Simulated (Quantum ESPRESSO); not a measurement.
**Fixed-spin-moment curve of MnPt**

How stiff is the total moment of MnPt, and does E(M) have further minima?

Calculated with Quantum ESPRESSO 7.5; LDA; plane waves with GBRV 1.5 LDA potentials, no spin-orbit coupling.

### Step 1. Starting point

It takes space group P4/mmm (No. 123, tetragonal). The conventional cell has a = 2.828 Å, b = 2.828 Å, c = 3.670 Å, α = 90.00°, β = 90.00°, γ = 90.00°. Nearest to Mn lie 8 Pt at 2.71 Å and 4 Mn at 2.83 Å. Nearest to Pt lie 8 Mn at 2.71 Å and 4 Pt at 2.83 Å. Farther neighbours are not listed.

The lattice constants were typed from memory of published values and not checked against a source.

### Step 2. The free run

pw.in

```
&CONTROL
  calculation = 'scf'
  prefix = 'pwscf'
  outdir = './tmp'
  pseudo_dir = './pseudo'
  disk_io = 'nowf'
/
&SYSTEM
  ibrav = 0
  celldm(1) = 8
  nat = 4
  ntyp = 2
  ecutwfc = 40
  ecutrho = 280
  nbnd = 44
  occupations = 'smearing'
  smearing = 'fd'
  degauss = 0.00367493
  nspin = 2
  starting_magnetization(1) = 0.2333
  starting_magnetization(2) = 0
/
&ELECTRONS
  conv_thr = 8d-09
  electron_maxstep = 150
  mixing_beta = 0.3
/
ATOMIC_SPECIES
Mn     54.9380 mn_lda_v1.5.uspp.F.UPF
Pt    195.0840 pt_lda_v1.4.uspp.F.UPF
CELL_PARAMETERS alat
   0.9448630623129    0.0000000000000    0.0000000000000
   0.0000000000000    0.9448630623129    0.0000000000000
   0.0000000000000    0.0000000000000    0.8669118596721
ATOMIC_POSITIONS crystal
Mn      0.0000000000    0.0000000000    0.0000000000
Mn      0.5000000000    0.5000000000    0.0000000000
Pt      0.5000000000    0.0000000000    0.5000000000
Pt      0.0000000000    0.5000000000    0.5000000000
K_POINTS automatic
8 8 8 0 0 0
```

Command:

```bash
$ OMP_NUM_THREADS=1 mpirun -n 4 pw.x -nk 4 -in pw.in > pw.out
```

Log:

```text
Program PWSCF v.7.5 starts

     Found identity + ( -0.5000 -0.5000  0.0000) symmetry
     This is a supercell, fractional translations are disabled
     Message from routine setup:
     using ibrav=0 with symmetry is DISCOURAGED, use correct ibrav instead

     K-points division:     npool     =       4
     Subspace diagonalization in iterative solution of the eigenvalue problem:

     G-vector sticks info
     --------------------
     sticks:   dense  smooth     PW     G-vecs:    dense   smooth      PW
     Sum        1281     725    225                31437    13511    2391

     Using Slab Decomposition

     bravais-lattice index     =            0
     lattice parameter (alat)  =       8.0000  a.u.
     unit-cell volume          =     396.2622 (a.u.)^3
     number of atoms/cell      =            4
     number of atomic types    =            2
     number of electrons       =        62.00
     number of Kohn-Sham states=           44
     kinetic-energy cutoff     =      40.0000  Ry
     charge density cutoff     =     280.0000  Ry
     scf convergence threshold =      8.0E-09
     mixing beta               =       0.3000
     number of iterations used =            8  plain     mixing
     Exchange-correlation=  SLA  PZ   NOGX NOGC
                           (   1   1   0   0   0   0   0)

     celldm(1)=   8.000000  celldm(2)=   0.000000  celldm(3)=   0.000000
     celldm(4)=   0.000000  celldm(5)=   0.000000  celldm(6)=   0.000000

     crystal axes: (cart. coord. in units of alat)
               a(1) = (   0.944863   0.000000   0.000000 )
               a(2) = (   0.000000   0.944863   0.000000 )
               a(3) = (   0.000000   0.000000   0.866912 )

     reciprocal axes: (cart. coord. in units 2 pi/alat)
               b(1) = (  1.058354  0.000000  0.000000 )
               b(2) = (  0.000000  1.058354  0.000000 )
               b(3) = (  0.000000  0.000000  1.153520 )

     PseudoPot. # 1 for Mn read from file:
     mn_lda_v1.5.uspp.F.UPF
     Pseudo is Ultrasoft + core correction, Zval = 15.0
     Generated by new atomic code, or converted to UPF format
     Using radial grid of  859 points,  6 beta functions with:
                l(1) =   0
                l(2) =   0
                l(3) =   1
                l(4) =   1
                l(5) =   2
                l(6) =   2
     Q(r) pseudized with  8 coefficients,  rinner =    0.950   0.950   0.950
                                                       0.950   0.950

     PseudoPot. # 2 for Pt read from file:
     pt_lda_v1.4.uspp.F.UPF
     Pseudo is Ultrasoft + core correction, Zval = 16.0
     Generated by new atomic code, or converted to UPF format
     Using radial grid of  985 points,  6 beta functions with:
                l(1) =   0
                l(2) =   0
                l(3) =   1
                l(4) =   1
                l(5) =   2
                l(6) =   2
     Q(r) pseudized with  8 coefficients,  rinner =    1.300   1.300   1.300
                                                       1.300   1.300

     atomic species   valence    mass     pseudopotential
     Mn               15.00    54.93800     Mn( 1.00)
     Pt               16.00   195.08400     Pt( 1.00)

     Starting magnetic structure
     atomic species   magnetization
     Mn              0.233
     Pt              0.000

     16 Sym. Ops., with inversion, found

   Cartesian axes

     site n.     atom                  positions (alat units)
         1        Mn     tau(   1) = (   0.0000000   0.0000000   0.0000000  )
         2        Mn     tau(   2) = (   0.4724315   0.4724315   0.0000000  )
         3        Pt     tau(   3) = (   0.4724315   0.0000000   0.4334559  )
         4        Pt     tau(   4) = (   0.0000000   0.4724315   0.4334559  )

     number of k points=    75  Fermi-Dirac smearing, width (Ry)=  0.0037
                       cart. coord. in units 2pi/alat
        k(    1) = (   0.0000000   0.0000000   0.0000000), wk =   0.0019531
        k(    2) = (   0.0000000   0.0000000   0.1441900), wk =   0.0039062
        k(    3) = (   0.0000000   0.0000000   0.2883800), wk =   0.0039062
        k(    4) = (   0.0000000   0.0000000   0.4325699), wk =   0.0039062
        k(    5) = (   0.0000000   0.0000000  -0.5767599), wk =   0.0019531
        [... 70 further k-points ...]

     Dense  grid:    31437 G-vectors     FFT dimensions: (  45,  45,  40)

     Smooth grid:    13511 G-vectors     FFT dimensions: (  32,  32,  27)

     Check: negative core charge=   -0.000034
     Generating pointlists ...
     new r_m :   0.2645 (alat units)  2.1158 (a.u.) for type    1
     new r_m :   0.2645 (alat units)  2.1158 (a.u.) for type    2

     Initial potential from superposition of free atoms

     starting charge      59.9998, renormalised to      62.0000

     negative rho (up, down):  1.853E-01 1.856E-01
     Starting wfcs are   50 randomized atomic wfcs

     Self-consistent Calculation

     iteration #  1     ecut=    40.00 Ry     beta= 0.30
     Davidson diagonalization with overlap
     ethr =  1.00E-02,  avg # of iterations =  2.7

     negative rho (up, down):  1.755E-01 1.755E-01

     total energy              =    -843.28658007 Ry
     estimated scf accuracy    <       4.86374751 Ry

     total magnetization       =     4.62 Bohr mag/cell
     absolute magnetization    =     5.00 Bohr mag/cell

     iteration #  2     ecut=    40.00 Ry     beta= 0.30
     Davidson diagonalization with overlap
     ethr =  7.84E-03,  avg # of iterations =  2.0

     negative rho (up, down):  1.755E-01 1.749E-01

     total energy              =    -843.46924649 Ry
     estimated scf accuracy    <       2.29604304 Ry

     total magnetization       =     6.06 Bohr mag/cell
     absolute magnetization    =     6.11 Bohr mag/cell

     iteration #  3     ecut=    40.00 Ry     beta= 0.30
     Davidson diagonalization with overlap
     ethr =  3.70E-03,  avg # of iterations =  1.9

     negative rho (up, down):  1.733E-01 1.721E-01

     total energy              =    -843.73334532 Ry
     estimated scf accuracy    <       2.64317380 Ry

     total magnetization       =     5.28 Bohr mag/cell
     absolute magnetization    =     5.46 Bohr mag/cell

     [... further iterations left out ...]

     iteration # 12     ecut=    40.00 Ry     beta= 0.30
     Davidson diagonalization with overlap
     ethr =  5.54E-09,  avg # of iterations =  2.0

     negative rho (up, down):  1.741E-01 1.669E-01

     total energy              =    -844.01330684 Ry
     estimated scf accuracy    <       0.00000345 Ry

     total magnetization       =     8.11 Bohr mag/cell
     absolute magnetization    =     8.22 Bohr mag/cell

     iteration # 13     ecut=    40.00 Ry     beta= 0.30
     Davidson diagonalization with overlap
     ethr =  5.54E-09,  avg # of iterations =  1.1

     negative rho (up, down):  1.741E-01 1.669E-01

     total energy              =    -844.01330715 Ry
     estimated scf accuracy    <       0.00000007 Ry

     total magnetization       =     8.11 Bohr mag/cell
     absolute magnetization    =     8.22 Bohr mag/cell

     iteration # 14     ecut=    40.00 Ry     beta= 0.30
     Davidson diagonalization with overlap
     ethr =  1.11E-10,  avg # of iterations =  2.9

     negative rho (up, down):  1.741E-01 1.669E-01

     total energy              =    -844.01330719 Ry
     estimated scf accuracy    <       0.00000001 Ry

     total magnetization       =     8.11 Bohr mag/cell
     absolute magnetization    =     8.22 Bohr mag/cell

     iteration # 15     ecut=    40.00 Ry     beta= 0.30
     Davidson diagonalization with overlap
     ethr =  2.05E-11,  avg # of iterations =  2.1

     negative rho (up, down):  1.741E-01 1.669E-01

     Magnetic moment per site  (integrated on atomic sphere of radius R)
     atom   1 (R=0.264)  charge= 13.6311  magn=  3.5937
     atom   2 (R=0.264)  charge= 13.6315  magn=  3.5937
     atom   3 (R=0.264)  charge= 13.8889  magn=  0.3558
     atom   4 (R=0.264)  charge= 13.8889  magn=  0.3558

     End of self-consistent calculation

     Number of k-points >= 100: set verbosity='high' to print the bands.

     the Fermi energy is    18.4870 ev

!    total energy              =    -844.01330719 Ry
     estimated scf accuracy    <          2.6E-09 Ry
     smearing contrib. (-TS)   =      -0.00186903 Ry
     internal energy E=F+TS    =    -844.01143817 Ry

     The total energy is F=E-TS. E is the sum of the following terms:
     one-electron contribution =    -239.45852093 Ry
     hartree contribution      =     161.78272389 Ry
     xc contribution           =    -166.17903291 Ry
     ewald contribution        =    -600.15660822 Ry

     total magnetization       =     8.11 Bohr mag/cell
     absolute magnetization    =     8.22 Bohr mag/cell

     convergence has been achieved in  15 iterations

=------------------------------------------------------------------------------=
   JOB DONE.
=------------------------------------------------------------------------------=
```

It took 37 s on 4 MPI ranks of Intel Xeon Platinum 8375C at 2.90GHz (Ice Lake), shared host; peak memory 0.56 GiB.

Spin moment in the atom's sphere by atom:

```tsv
atom	spin moment in the atom's sphere (μB)
Mn1	3.59
Mn2	3.59
Pt3	0.36
Pt4	0.36
```

This step gave:

| Item | Value |
| --- | --- |
| smearing term TS | 0.02543 eV |
| magnetization | 8.108 μB |
| absolute magnetization | 8.218 μB |
| final state | ferromagnetic |

### Step 3. Moment fixed at 0 μB

The two spin channels are filled to separate Fermi energies, so that the total moment meets the target. Half of the up one less the down one is the slope dE/dM.

pw.in: that of step 2 with these lines changed.

```diff
@@ -14,3 +14,3 @@
   ecutrho = 280
-  nbnd = 44
+  nbnd = 46
   occupations = 'smearing'
@@ -19,4 +19,5 @@
   nspin = 2
-  starting_magnetization(1) = 0.2333
+  starting_magnetization(1) = 0.0117
   starting_magnetization(2) = 0
+  tot_magnetization = 0
 /
```

Log:

```text
     [... lines left out ...]
Program PWSCF v.7.5 starts
     [... lines left out ...]
     number of atoms/cell      =            4
     [... lines left out ...]
     number of electrons       =        62.00 (up:  31.00, down:  31.00)
     number of Kohn-Sham states=           46
     kinetic-energy cutoff     =      40.0000  Ry
     charge density cutoff     =     280.0000  Ry
     scf convergence threshold =      8.0E-09
     [... lines left out ...]
     16 Sym. Ops., with inversion, found
     [... lines left out ...]
     number of k points=    75  Fermi-Dirac smearing, width (Ry)=  0.0037
     [... lines left out ...]
     iteration # 19     ecut=    40.00 Ry     beta= 0.30
     [... lines left out ...]
     Magnetic moment per site  (integrated on atomic sphere of radius R)
     atom   1 (R=0.264)  charge= 13.6689  magn= -0.0000
     atom   2 (R=0.264)  charge= 13.6693  magn=  0.0000
     atom   3 (R=0.264)  charge= 13.8130  magn= -0.0000
     atom   4 (R=0.264)  charge= 13.8130  magn= -0.0000
     [... lines left out ...]
     the spin up/dw Fermi energies are    18.3418   18.3419 ev
!    total energy              =    -843.91648243 Ry
     estimated scf accuracy    <          2.4E-09 Ry
     smearing contrib. (-TS)   =      -0.00653217 Ry
     [... lines left out ...]
     total magnetization       =    -0.00 Bohr mag/cell
     absolute magnetization    =     0.00 Bohr mag/cell
     convergence has been achieved in  19 iterations
```

It took 46 s on 4 MPI ranks; peak memory 0.57 GiB.

Read from the output:

```
magnetization                                 : 0 μB
absolute magnetization                        : 0 μB
half the difference of the two Fermi energies : 0 meV
largest moment                                : 0 μB
```

### Step 4. Moment fixed at 0.995 μB

pw.in: that of step 3 with these lines changed.

```diff
@@ -14,3 +14,3 @@
   ecutrho = 280
-  nbnd = 46
+  nbnd = 47
   occupations = 'smearing'
@@ -19,5 +19,5 @@
   nspin = 2
-  starting_magnetization(1) = 0.0117
+  starting_magnetization(1) = 0.0332
   starting_magnetization(2) = 0
-  tot_magnetization = 0
+  tot_magnetization = 0.995
 /
```

Log:

```text
     [... lines left out ...]
Program PWSCF v.7.5 starts
     [... lines left out ...]
     number of atoms/cell      =            4
     [... lines left out ...]
     number of electrons       =        62.00 (up:  31.50, down:  30.50)
     number of Kohn-Sham states=           47
     kinetic-energy cutoff     =      40.0000  Ry
     charge density cutoff     =     280.0000  Ry
     scf convergence threshold =      8.0E-09
     [... lines left out ...]
     16 Sym. Ops., with inversion, found
     [... lines left out ...]
     number of k points=    75  Fermi-Dirac smearing, width (Ry)=  0.0037
     [... lines left out ...]
     iteration # 19     ecut=    40.00 Ry     beta= 0.30
     [... lines left out ...]
     Magnetic moment per site  (integrated on atomic sphere of radius R)
     atom   1 (R=0.264)  charge= 13.6678  magn=  0.5594
     atom   2 (R=0.264)  charge= 13.6682  magn=  0.5594
     atom   3 (R=0.264)  charge= 13.8144  magn= -0.0607
     atom   4 (R=0.264)  charge= 13.8144  magn= -0.0607
     [... lines left out ...]
     the spin up/dw Fermi energies are    18.2549   18.4727 ev
!    total energy              =    -843.92070527 Ry
     estimated scf accuracy    <          6.9E-09 Ry
     smearing contrib. (-TS)   =      -0.00604413 Ry
     [... lines left out ...]
     total magnetization       =     0.99 Bohr mag/cell
     absolute magnetization    =     1.30 Bohr mag/cell
     convergence has been achieved in  19 iterations
```

It took 45 s on 4 MPI ranks; peak memory 0.58 GiB; 3 min of CPU time.

Spin moment in the atom's sphere by atom:

```tsv
atom	spin moment in the atom's sphere (μB)
Mn1	0.559
Mn2	0.559
Pt3	-0.061
Pt4	-0.061
```

Read from the output:

* magnetization: 0.995 μB
* absolute magnetization: 1.298 μB
* half the difference of the two Fermi energies: -108.9 meV

### Step 5. Moment fixed at 1.99 μB

pw.in: that of step 4 with these lines changed.

```diff
@@ -19,5 +19,5 @@
   nspin = 2
-  starting_magnetization(1) = 0.0332
+  starting_magnetization(1) = 0.0663
   starting_magnetization(2) = 0
-  tot_magnetization = 0.995
+  tot_magnetization = 1.99
 /
```

Log:

```text
     [... lines left out ...]
Program PWSCF v.7.5 starts
     [... lines left out ...]
     number of atoms/cell      =            4
     [... lines left out ...]
     number of electrons       =        62.00 (up:  32.00, down:  30.00)
     number of Kohn-Sham states=           47
     kinetic-energy cutoff     =      40.0000  Ry
     charge density cutoff     =     280.0000  Ry
     scf convergence threshold =      8.0E-09
     [... lines left out ...]
     16 Sym. Ops., with inversion, found
     [... lines left out ...]
     number of k points=    75  Fermi-Dirac smearing, width (Ry)=  0.0037
     [... lines left out ...]
     iteration # 18     ecut=    40.00 Ry     beta= 0.30
     [... lines left out ...]
     Magnetic moment per site  (integrated on atomic sphere of radius R)
     atom   1 (R=0.264)  charge= 13.6645  magn=  1.0745
     atom   2 (R=0.264)  charge= 13.6648  magn=  1.0745
     atom   3 (R=0.264)  charge= 13.8190  magn= -0.0772
     atom   4 (R=0.264)  charge= 13.8190  magn= -0.0772
     [... lines left out ...]
     the spin up/dw Fermi energies are    18.2157   18.5854 ev
!    total energy              =    -843.93159200 Ry
     estimated scf accuracy    <          5.0E-09 Ry
     smearing contrib. (-TS)   =      -0.00545163 Ry
     [... lines left out ...]
     total magnetization       =     1.99 Bohr mag/cell
     absolute magnetization    =     2.42 Bohr mag/cell
     convergence has been achieved in  18 iterations
```

It took 47 s on 4 MPI ranks; peak memory 0.58 GiB; 3.1 min of CPU time.

Numbers from this step:

```yaml
magnetization: 1.99 μB
absolute_magnetization: 2.416 μB
half_the_difference_of_the_two_fermi_energies: -184.8 meV
largest_moment: 1.075 μB
```

### Step 6. All moments

The runs not shown differ in the target, the start and the number of states alone. The point at 8.11 μB is the free run, entered with slope zero.

The energy over the lowest by total spin moment:

```tsv
total spin moment (μB a cell)	energy over the lowest (meV a cell)
0.00	1317
0.99	1260
1.99	1112
2.98	908
3.98	705
4.98	514
5.97	310
6.97	117
7.96	2.70
8.11	0
8.96	123
9.95	722
10.95	1889
```

The dE/dM by total spin moment:

```tsv
total spin moment (μB a cell)	dE/dM (meV/μB)
0.00	-0.0415
0.99	-109
1.99	-185
2.98	-212
3.98	-197
4.98	-193
5.97	-210
6.97	-170
7.96	-35.8
8.11	0
8.96	311
9.95	924
10.95	1457
```

Table of largest site moment by total spin moment:

```tsv
total spin moment (μB a cell)	largest site moment (μB)
0.00	3.9e-5
0.99	0.559
1.99	1.07
2.98	1.53
3.98	1.95
4.98	2.38
5.97	2.83
6.97	3.21
7.96	3.55
8.11	3.59
8.96	3.84
9.95	4.06
10.95	4.21
```

### Step 7. Outcome

```
moment of the free run                              : 8.11 μB a cell
energy at zero total moment                         : 1317 meV a cell over the lowest
ΔE/ΔM² from the lowest point to 8.96 and to 6.97 μB : 171 and 90 meV/μB²
```

What this shows: At zero total moment the site moments vanish, so the 1317 meV a cell is the energy of forming them. The points show one minimum alone. All runs start parallel; opposed orders may lie lower.

[Logs and program files are shortened in this print: banners, set-up blocks, solver, clock and traceback lines can be left out without a mark of their own.]

[Logs are printed without paths, hosts, clocks, repeated set-up lines and the standing remarks that a program may print on its own settings, such as how far it seeks lower states.]

[Hosts, paths, dates, database ids (printed as entryN), source tags and the programs' standing remarks are cut or masked in the printed files.]

[Where a cell is said to come from a database of computed structures, the database is the Materials Project.]
